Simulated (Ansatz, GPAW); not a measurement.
# A 5-layer slab of Ba(100): work function by functional and basis, part 2 of 3

Wanted: work functions and dipole of a 5-layer slab of Ba(100), with the cost of each level.

GPAW 26.7.0 and Ansatz 0.2.0; Ansatz plane waves; slab in vacuum with a dipole correction, relaxation; PAW set soft_1 (the session's first sound run).

So far, upper work function (eV): step 2 (relaxing the atoms) 2.36.

### 3. The slab's potential

With the geometry fixed, the planar mean of the potential gives the vacuum level on each side.

This step: GPAW, PAW setups; slab in vacuum (GPAW 26.7.0).

Input file run.py:

```python
import json
import numpy as np
from ase import Atoms
from gpaw import GPAW, PW

slab = Atoms(
    ['Ba', 'Ba', 'Ba', 'Ba', 'Ba'],
    positions=[
        [0.00000, 0.00000, 8.00000],
        [2.51000, 2.51000, 10.51000],
        [-0.00000, 0.00000, 12.96193],
        [2.51000, 2.51000, 15.42830],
        [-0.00000, 0.00000, 18.05899]],
    cell=[[5.02, 0.0, 0.0], [0.0, 5.02, 0.0], [0.0, 0.0, 26.04]],
    pbc=[True, True, False])

slab.calc = GPAW(mode=PW(400), xc='PBE', kpts={'size': (6, 6, 1), 'gamma': True},
                 occupations={'name': 'fermi-dirac', 'width': 0.1}, nbands='160%',
                 convergence={'density': 1e-05}, maxiter=200,
                 poissonsolver={'dipolelayer': 'xy'},
                 symmetry={'tolerance': 1e-3}, txt='slab.txt')
result = {}
energy = slab.get_potential_energy()
fermi = slab.calc.get_fermi_level()
v = slab.calc.get_electrostatic_potential().mean((0, 1)) - fermi
n = slab.calc.get_pseudo_density().mean((0, 1))
L = slab.cell[2, 2]
z = np.arange(len(v)) * L / len(v)
low, high = slab.positions[:, 2].min(), slab.positions[:, 2].max()
below, above = np.interp([low - 5.8, high + 5.8], z, v)
slopes = [np.interp(x, z, np.gradient(v, z)) for x in (low - 5.8, high + 5.8)]
eps = np.array([[slab.calc.get_eigenvalues(k, s) for k in range(len(slab.calc.get_ibz_k_points()))]
                for s in range(slab.calc.get_number_of_spins())]) - fermi
top, bottom = eps[eps < 0].max(), eps[eps > 0].min()
dipole = slab.get_dipole_moment()[2]
print(f'energy {energy:.4f} eV, Fermi level {fermi:.4f} eV, dipole {dipole:.5f} e A')
print(f'potential 5.8 A off the faces, from the Fermi level: lower {below:.4f} eV, upper {above:.4f} eV')
print(f'slope of the potential there: lower {slopes[0]:.5f}, upper {slopes[1]:.5f} eV/A')
print(f'nearest levels on the mesh: {top:.4f} and {bottom:.4f} eV')
print('magnetic moment', round(slab.get_magnetic_moment(), 3))
result.update(energy=energy, fermi=fermi, dipole=dipole, below=below, above=above, slopes=slopes, edges=[top, bottom],
              z=z.tolist(), v=v.tolist(), n=n.tolist(), positions=slab.positions.tolist(),
              forces=slab.get_forces(apply_constraint=False).tolist(), moments=slab.get_magnetic_moments().tolist())
json.dump(result, open('result.json', 'w'))
```

On the command line:

```sh
OMP_NUM_THREADS=1 OPENBLAS_NUM_THREADS=1 python run.py
```

What it wrote:

```text
energy -8.3080 eV, Fermi level 1.2824 eV, dipole 0.00182 e A
potential 5.8 A off the faces, from the Fermi level: lower 2.3689 eV, upper 2.3558 eV
slope of the potential there: lower -0.00143, upper 0.00148 eV/A
nearest levels on the mesh: -0.0130 and 0.0709 eV
magnetic moment 0.0
```

Elapsed: 3.9 min, on 1 thread of Arm Neoverse V1, shared host; peak memory 0.36 GiB.

This step gave:

```yaml
dipole_along_the_normal: 0.001821 e·Å
levels_nearest_the_fermi_level_on_the_mesh: -0.01298, 0.07087 eV from the Fermi level
upper_work_function: 2.356 eV
lower_work_function: 2.369 eV
```

The electrostatic potential energy of an electron (without an applied field's), less the Fermi level, planar mean oscillates, so the rows of the table below give means over windows of 2.5 Å about each position, cut where the curve ends. Its maxima inside the range that stand out by 2 % of the span (Å: eV): 9.3: -0.628, 11.8: -0.754, 14.2: -0.733, 16.7: -0.259. Its minima: 8.0: -12.2, 10.5: -11.7, 12.9: -11.8, 15.4: -11.7, 18.0: -12.2.

Electrostatic potential energy of an electron (without an applied field's), less the Fermi level, planar mean against z; means over each step:

| z (Å) | electrostatic potential energy of an electron (without an applied field's), less the Fermi level, planar mean (eV) |
| --- | --- |
| 1.25 | 2.37 |
| 3.75 | 2.34 |
| 6.25 | 0.674 |
| 8.75 | -5.17 |
| 11.25 | -5.12 |
| 13.75 | -5.15 |
| 16.25 | -4.62 |
| 18.75 | -4.22 |
| 21.25 | 2.20 |
| 23.75 | 2.35 |

The pseudo valence density, planar mean oscillates, so the rows of the table below give means over windows of 1 Å about each position, cut where the curve ends. Its maxima inside the range that stand out by 2 % of the span (Å: e/Å³): 7.7: 0.207, 8.3: 0.215, 10.2: 0.217, 10.8: 0.219, 12.5: 0.217, 13.3: 0.221, 15.0: 0.219, 15.8: 0.221, 17.7: 0.215, 18.5: 0.205. Its minima: 7.9: 0.179, 9.2: 0.0750, 10.4: 0.188, 11.7: 0.0787, 12.9: 0.183, 14.2: 0.0758, 15.4: 0.181, 16.7: 0.0654, 18.1: 0.177.

The pseudo valence density, planar mean by z; means over each step:

```
z (Å)  pseudo valence density, planar mean (e/Å³)
    2                                      1.2e-5
    3                                      7.0e-5
    4                                      3.8e-4
    5                                     0.00188
    6                                     0.00894
    7                                      0.0897
    8                                       0.197
    9                                       0.117
   10                                       0.178
   11                                       0.179
   12                                       0.125
   13                                       0.204
   14                                       0.117
   15                                       0.183
   16                                       0.170
   17                                       0.103
   18                                       0.197
   19                                       0.100
   20                                      0.0101
   21                                     0.00210
   22                                      4.3e-4
   23                                      7.9e-5
   24                                      1.4e-5
```

Force by atom:

```
atom  x (eV/Å)  y (eV/Å)  z (eV/Å)    size
 Ba1    0.0000    0.0000   -0.0814  0.0814
 Ba2    0.0000    0.0000    0.0755  0.0755
 Ba3    0.0000    0.0000    0.0013  0.0013
 Ba4    0.0000    0.0000    0.0032  0.0032
 Ba5    0.0000    0.0000    0.0014  0.0014
```

The potential is flat to 0.001 eV/Å where it is read, so the vacuum is wide enough. The geometry is the other program's minimum; here the largest force on a free atom is 0.0032 eV/Å.

### 4. OptPBE vdW: xc = "optPBE-vdW"

The same geometry under optPBE-vdW, to see how far the functional moves the levels against the vacuum (the van der Waals functionals take revPBE setups).

Edit run.py of step 3 so:

```diff
@@ -16,3 +16,3 @@
 
-slab.calc = GPAW(mode=PW(400), xc='PBE', kpts={'size': (6, 6, 1), 'gamma': True},
+slab.calc = GPAW(mode=PW(400), xc='optPBE-vdW', kpts={'size': (6, 6, 1), 'gamma': True},
                  occupations={'name': 'fermi-dirac', 'width': 0.1}, nbands='160%',
```

What it wrote:

```text
energy -82.3320 eV, Fermi level 1.1934 eV, dipole 0.00215 e A
potential 5.8 A off the faces, from the Fermi level: lower 2.5449 eV, upper 2.5294 eV
slope of the potential there: lower -0.00263, upper 0.00276 eV/A
nearest levels on the mesh: -0.0413 and 0.0037 eV
magnetic moment 0.0
```

Run time: 4 min. Hardware: 1 thread; peak memory 0.71 GiB.

This step gave:

```yaml
dipole_along_the_normal: 0.002145 e·Å
levels_nearest_the_fermi_level_on_the_mesh: -0.04128, 0.003681 eV from the Fermi level
upper_work_function: 2.529 eV
lower_work_function: 2.545 eV
```

Table of electrostatic potential energy of an electron (without an applied field's), less the Fermi level, planar mean by z:

```csv
z (Å),"electrostatic potential energy of an electron (without an applied field's), less the Fermi level, planar mean (eV)"
0.0,2.54
0.5,2.55
1.0,2.55
1.5,2.55
2.0,2.55
2.5,2.54
3.0,2.54
3.5,2.53
4.0,2.51
4.5,2.48
5.0,2.40
5.5,2.24
6.0,1.90
6.5,1.19
7.0,-0.524
7.5,-5.74
8.0,-12.1
8.5,-5.94
9.0,-1.19
9.5,-0.958
10.0,-5.31
10.5,-11.6
11.0,-5.72
11.5,-1.14
12.0,-1.27
12.5,-6.22
13.0,-11.7
13.5,-5.08
14.0,-0.995
14.5,-1.40
15.0,-6.72
15.5,-11.5
16.0,-4.36
16.5,-0.523
17.0,-0.744
17.5,-4.96
18.0,-12.0
18.5,-6.78
19.0,-0.930
19.5,1.03
20.0,1.81
20.5,2.18
21.0,2.37
21.5,2.45
22.0,2.49
22.5,2.51
23.0,2.52
23.5,2.53
24.0,2.53
24.5,2.53
25.0,2.53
25.5,2.53
```

The pseudo valence density, planar mean oscillates, so the rows of the table below give means over windows of 1 Å about each position, cut where the curve ends. Its maxima inside the range that stand out by 2 % of the span (Å: e/Å³): 7.7: 0.207, 8.3: 0.215, 10.2: 0.217, 10.8: 0.219, 12.5: 0.218, 13.3: 0.221, 15.0: 0.219, 15.8: 0.221, 17.7: 0.215, 18.5: 0.205. Its minima: 7.9: 0.179, 9.2: 0.0750, 10.4: 0.188, 11.7: 0.0787, 12.9: 0.183, 14.2: 0.0758, 15.4: 0.181, 16.7: 0.0654, 18.1: 0.176.

Pseudo valence density, planar mean against z; means over each step:

```
z (Å)  pseudo valence density, planar mean (e/Å³)
    2                                      2.1e-5
    3                                      1.1e-4
    4                                      4.6e-4
    5                                     0.00199
    6                                     0.00901
    7                                      0.0896
    8                                       0.197
    9                                       0.117
   10                                       0.178
   11                                       0.179
   12                                       0.125
   13                                       0.204
   14                                       0.117
   15                                       0.183
   16                                       0.170
   17                                       0.103
   18                                       0.196
   19                                      0.0999
   20                                      0.0102
   21                                     0.00220
   22                                      5.2e-4
   23                                      1.2e-4
   24                                      2.4e-5
   25                                      4.2e-6
```

Force by atom:

```csv
atom,x (eV/Å),y (eV/Å),z (eV/Å),size
Ba1,0.0000,0.0000,-0.0593,0.0593
Ba2,0.0000,0.0000,0.0878,0.0878
Ba3,0.0000,0.0000,0.0026,0.0026
Ba4,0.0000,0.0000,-0.0118,0.0118
Ba5,0.0000,0.0000,-0.0197,0.0197
```

The upper face's work function is 2.529 eV, against 2.356 eV in the first plane-wave PBE run at this geometry.

### 5. Self-consistent run: xc = "revPBE"

The same geometry under revPBE, to see how far the functional moves the levels against the vacuum.

Edit run.py of step 4 so:

```diff
@@ -16,3 +16,3 @@
 
-slab.calc = GPAW(mode=PW(400), xc='optPBE-vdW', kpts={'size': (6, 6, 1), 'gamma': True},
+slab.calc = GPAW(mode=PW(400), xc='revPBE', kpts={'size': (6, 6, 1), 'gamma': True},
                  occupations={'name': 'fermi-dirac', 'width': 0.1}, nbands='160%',
```

What it wrote:

```text
energy -7.4579 eV, Fermi level 1.3714 eV, dipole 0.00167 e A
potential 5.8 A off the faces, from the Fermi level: lower 2.2672 eV, upper 2.2552 eV
slope of the potential there: lower -0.00162, upper 0.00168 eV/A
nearest levels on the mesh: -0.0059 and 0.0646 eV
magnetic moment 0.0
```

The job ended after 4.4 min (1 thread; peak memory 0.36 GiB).

This step gave:

| Property | Result |
| --- | --- |
| dipole along the normal | 0.001665 e·Å |
| levels nearest the Fermi level on the mesh | -0.005851, 0.06463 eV from the Fermi level |
| upper work function | 2.255 eV |
| lower work function | 2.267 eV |

The upper face's work function is 2.255 eV, against 2.356 eV in the first plane-wave PBE run at this geometry.

### 6. Self-consistent run: xc = "RPBE"

The same geometry under RPBE, to see how far the functional moves the levels against the vacuum.

Edit run.py of step 5 so:

```diff
@@ -16,3 +16,3 @@
 
-slab.calc = GPAW(mode=PW(400), xc='revPBE', kpts={'size': (6, 6, 1), 'gamma': True},
+slab.calc = GPAW(mode=PW(400), xc='RPBE', kpts={'size': (6, 6, 1), 'gamma': True},
                  occupations={'name': 'fermi-dirac', 'width': 0.1}, nbands='160%',
```

What it wrote:

```text
energy -7.3222 eV, Fermi level 1.3880 eV, dipole 0.00172 e A
potential 5.8 A off the faces, from the Fermi level: lower 2.2640 eV, upper 2.2516 eV
slope of the potential there: lower -0.00172, upper 0.00179 eV/A
nearest levels on the mesh: -0.0039 and 0.0621 eV
magnetic moment 0.0
```

Wall time 3.7 min (1 thread); peak memory 0.36 GiB.

This step gave:

| Item | Value |
| --- | --- |
| dipole along the normal | 0.001718 e·Å |
| levels nearest the Fermi level on the mesh | -0.003873, 0.06214 eV from the Fermi level |
| upper work function | 2.252 eV |
| lower work function | 2.264 eV |

Electrostatic potential energy of an electron (without an applied field's), less the Fermi level, planar mean against z:

z (Å), electrostatic potential energy of an electron (without an applied field's), less the Fermi level, planar mean (eV) and a bar from the least value:
```
      0.0        2.3 ##############################
      0.5        2.3 ##############################
      1.0        2.3 ##############################
      1.5        2.3 ##############################
      2.0        2.3 ##############################
      2.5        2.3 ##############################
      3.0        2.3 ##############################
      3.5        2.3 ##############################
      4.0        2.2 ##############################
      4.5        2.2 ##############################
      5.0        2.1 ##############################
      5.5        2.0 #############################
      6.0        1.7 #############################
      6.5        1.0 ###########################
      7.0       -0.7 ########################
      7.5       -5.9 #############
      8.0      -12.2 
      8.5       -6.1 #############
      9.0       -1.3 #######################
      9.5       -1.1 #######################
     10.0       -5.4 ##############
     10.5      -11.8 #
     11.0       -5.8 #############
     11.5       -1.3 #######################
     12.0       -1.4 ######################
     12.5       -6.4 ############
     13.0      -11.9 #
     13.5       -5.2 ###############
     14.0       -1.1 #######################
     14.5       -1.5 ######################
     15.0       -6.8 ###########
     15.5      -11.6 #
     16.0       -4.5 ################
     16.5       -0.6 ########################
     17.0       -0.9 ########################
     17.5       -5.1 ###############
     18.0      -12.1 
     18.5       -6.9 ###########
     19.0       -1.1 #######################
     19.5        0.9 ###########################
     20.0        1.6 #############################
     20.5        2.0 #############################
     21.0        2.1 ##############################
     21.5        2.2 ##############################
     22.0        2.2 ##############################
     22.5        2.2 ##############################
     23.0        2.2 ##############################
     23.5        2.3 ##############################
     24.0        2.3 ##############################
     24.5        2.3 ##############################
     25.0        2.3 ##############################
     25.5        2.3 ##############################
```

The upper face's work function is 2.252 eV, against 2.356 eV in the first plane-wave PBE run at this geometry.

### 7. Real-space grid: mode = "fd"

A real-space grid is a second complete basis, so it checks the plane-wave result.

Edit run.py of step 6 so:

```diff
@@ -3,3 +3,3 @@
 from ase import Atoms
-from gpaw import GPAW, PW
+from gpaw import GPAW
 
@@ -16,3 +16,3 @@
 
-slab.calc = GPAW(mode=PW(400), xc='RPBE', kpts={'size': (6, 6, 1), 'gamma': True},
+slab.calc = GPAW(mode='fd', h=0.18, xc='PBE', kpts={'size': (6, 6, 1), 'gamma': True},
                  occupations={'name': 'fermi-dirac', 'width': 0.1}, nbands='160%',
```

What it wrote:

```text
energy -8.3209 eV, Fermi level -2.3616 eV, dipole 0.00183 e A
potential 5.8 A off the faces, from the Fermi level: lower 2.3676 eV, upper 2.3545 eV
slope of the potential there: lower -0.00126, upper 0.00130 eV/A
nearest levels on the mesh: -0.0131 and 0.0709 eV
magnetic moment 0.0
```

Run time: 19 min. Hardware: 1 thread; peak memory 1.5 GiB.

This step gave:

```yaml
dipole_along_the_normal: 0.001834 e·Å
levels_nearest_the_fermi_level_on_the_mesh: -0.01313, 0.07089 eV from the Fermi level
upper_work_function: 2.354 eV
lower_work_function: 2.368 eV
```

The upper face's work function is 2.354 eV, against 2.356 eV in the first plane-wave PBE run at this geometry.

### 8. Atomic orbitals: mode = "lcao"

Atom-centred orbitals end a few angstrom from the surface, which tests how much the density's tail matters.

Edit run.py of step 7 so:

```diff
@@ -16,4 +16,4 @@
 
-slab.calc = GPAW(mode='fd', h=0.18, xc='PBE', kpts={'size': (6, 6, 1), 'gamma': True},
-                 occupations={'name': 'fermi-dirac', 'width': 0.1}, nbands='160%',
+slab.calc = GPAW(mode='lcao', basis='dzp', h=0.18, xc='PBE', kpts={'size': (6, 6, 1), 'gamma': True},
+                 occupations={'name': 'fermi-dirac', 'width': 0.1}, nbands='120%',
                  convergence={'density': 1e-05}, maxiter=200,
```

What it wrote:

```text
energy -7.9884 eV, Fermi level -2.3353 eV, dipole 0.00182 e A
potential 5.8 A off the faces, from the Fermi level: lower 2.3418 eV, upper 2.3287 eV
slope of the potential there: lower -0.00015, upper 0.00016 eV/A
nearest levels on the mesh: -0.0101 and 0.0720 eV
magnetic moment 0.0
```

It took 13 min on 1 thread; peak memory 0.7 GiB.

Numbers from this step:

* dipole along the normal: 0.001821 e·Å
* levels nearest the Fermi level on the mesh: -0.01006, 0.07198 eV from the Fermi level
* upper work function: 2.329 eV
* lower work function: 2.342 eV

The electrostatic potential energy of an electron (without an applied field's), less the Fermi level, planar mean oscillates, so the rows of the table below give means over windows of 2.44 Å about each position, cut where the curve ends. Its maxima inside the range that stand out by 2 % of the span (Å: eV): 9.3: -0.651, 11.8: -0.756, 14.2: -0.737, 16.7: -0.265. Its minima: 8.0: -12.1, 10.5: -11.7, 12.9: -11.8, 15.5: -11.7, 18.1: -12.2.

Electrostatic potential energy of an electron (without an applied field's), less the Fermi level, planar mean against z; means over each step:

```
z (Å)  electrostatic potential energy of an electron (without an applied field's), less the Fermi level, planar mean (eV)
 1.22                                                                                                                2.34
 3.66                                                                                                                2.33
 6.10                                                                                                                1.12
 8.54                                                                                                               -5.27
10.98                                                                                                               -5.10
13.42                                                                                                               -5.18
15.86                                                                                                               -4.90
18.30                                                                                                               -5.07
20.74                                                                                                                2.00
23.18                                                                                                                2.33
25.62                                                                                                                2.33
```

The upper face's work function is 2.329 eV, against 2.356 eV in the first plane-wave PBE run at this geometry.

### 9. The ladder

Times are for 1 thread of Arm Neoverse V1, shared host. Results by setting:

| no. | run | upper work function (eV) | lower work function (eV) | time | memory (GiB) |
| --- | --- | --- | --- | --- | --- |
| 1 | pw | 2.356 | 2.369 | 3.9 min | 0.36 |
| 2 | optPBE vdW | 2.529 | 2.545 | 4 min | 0.71 |
| 3 | revPBE | 2.255 | 2.267 | 4.4 min | 0.36 |
| 4 | RPBE | 2.252 | 2.264 | 3.7 min | 0.36 |
| 5 | fd | 2.354 | 2.368 | 19 min | 1.5 |
| 6 | lcao | 2.329 | 2.342 | 13 min | 0.7 |

(Part 2 of 3 ends here.)

[Logs are printed without paths, hosts, clocks, repeated set-up lines and the standing remarks that a program may print on its own settings, such as how far it seeks lower states.]

[Hosts, paths, dates, database ids (printed as entryN), source tags and the programs' standing remarks are cut or masked in the printed files.]
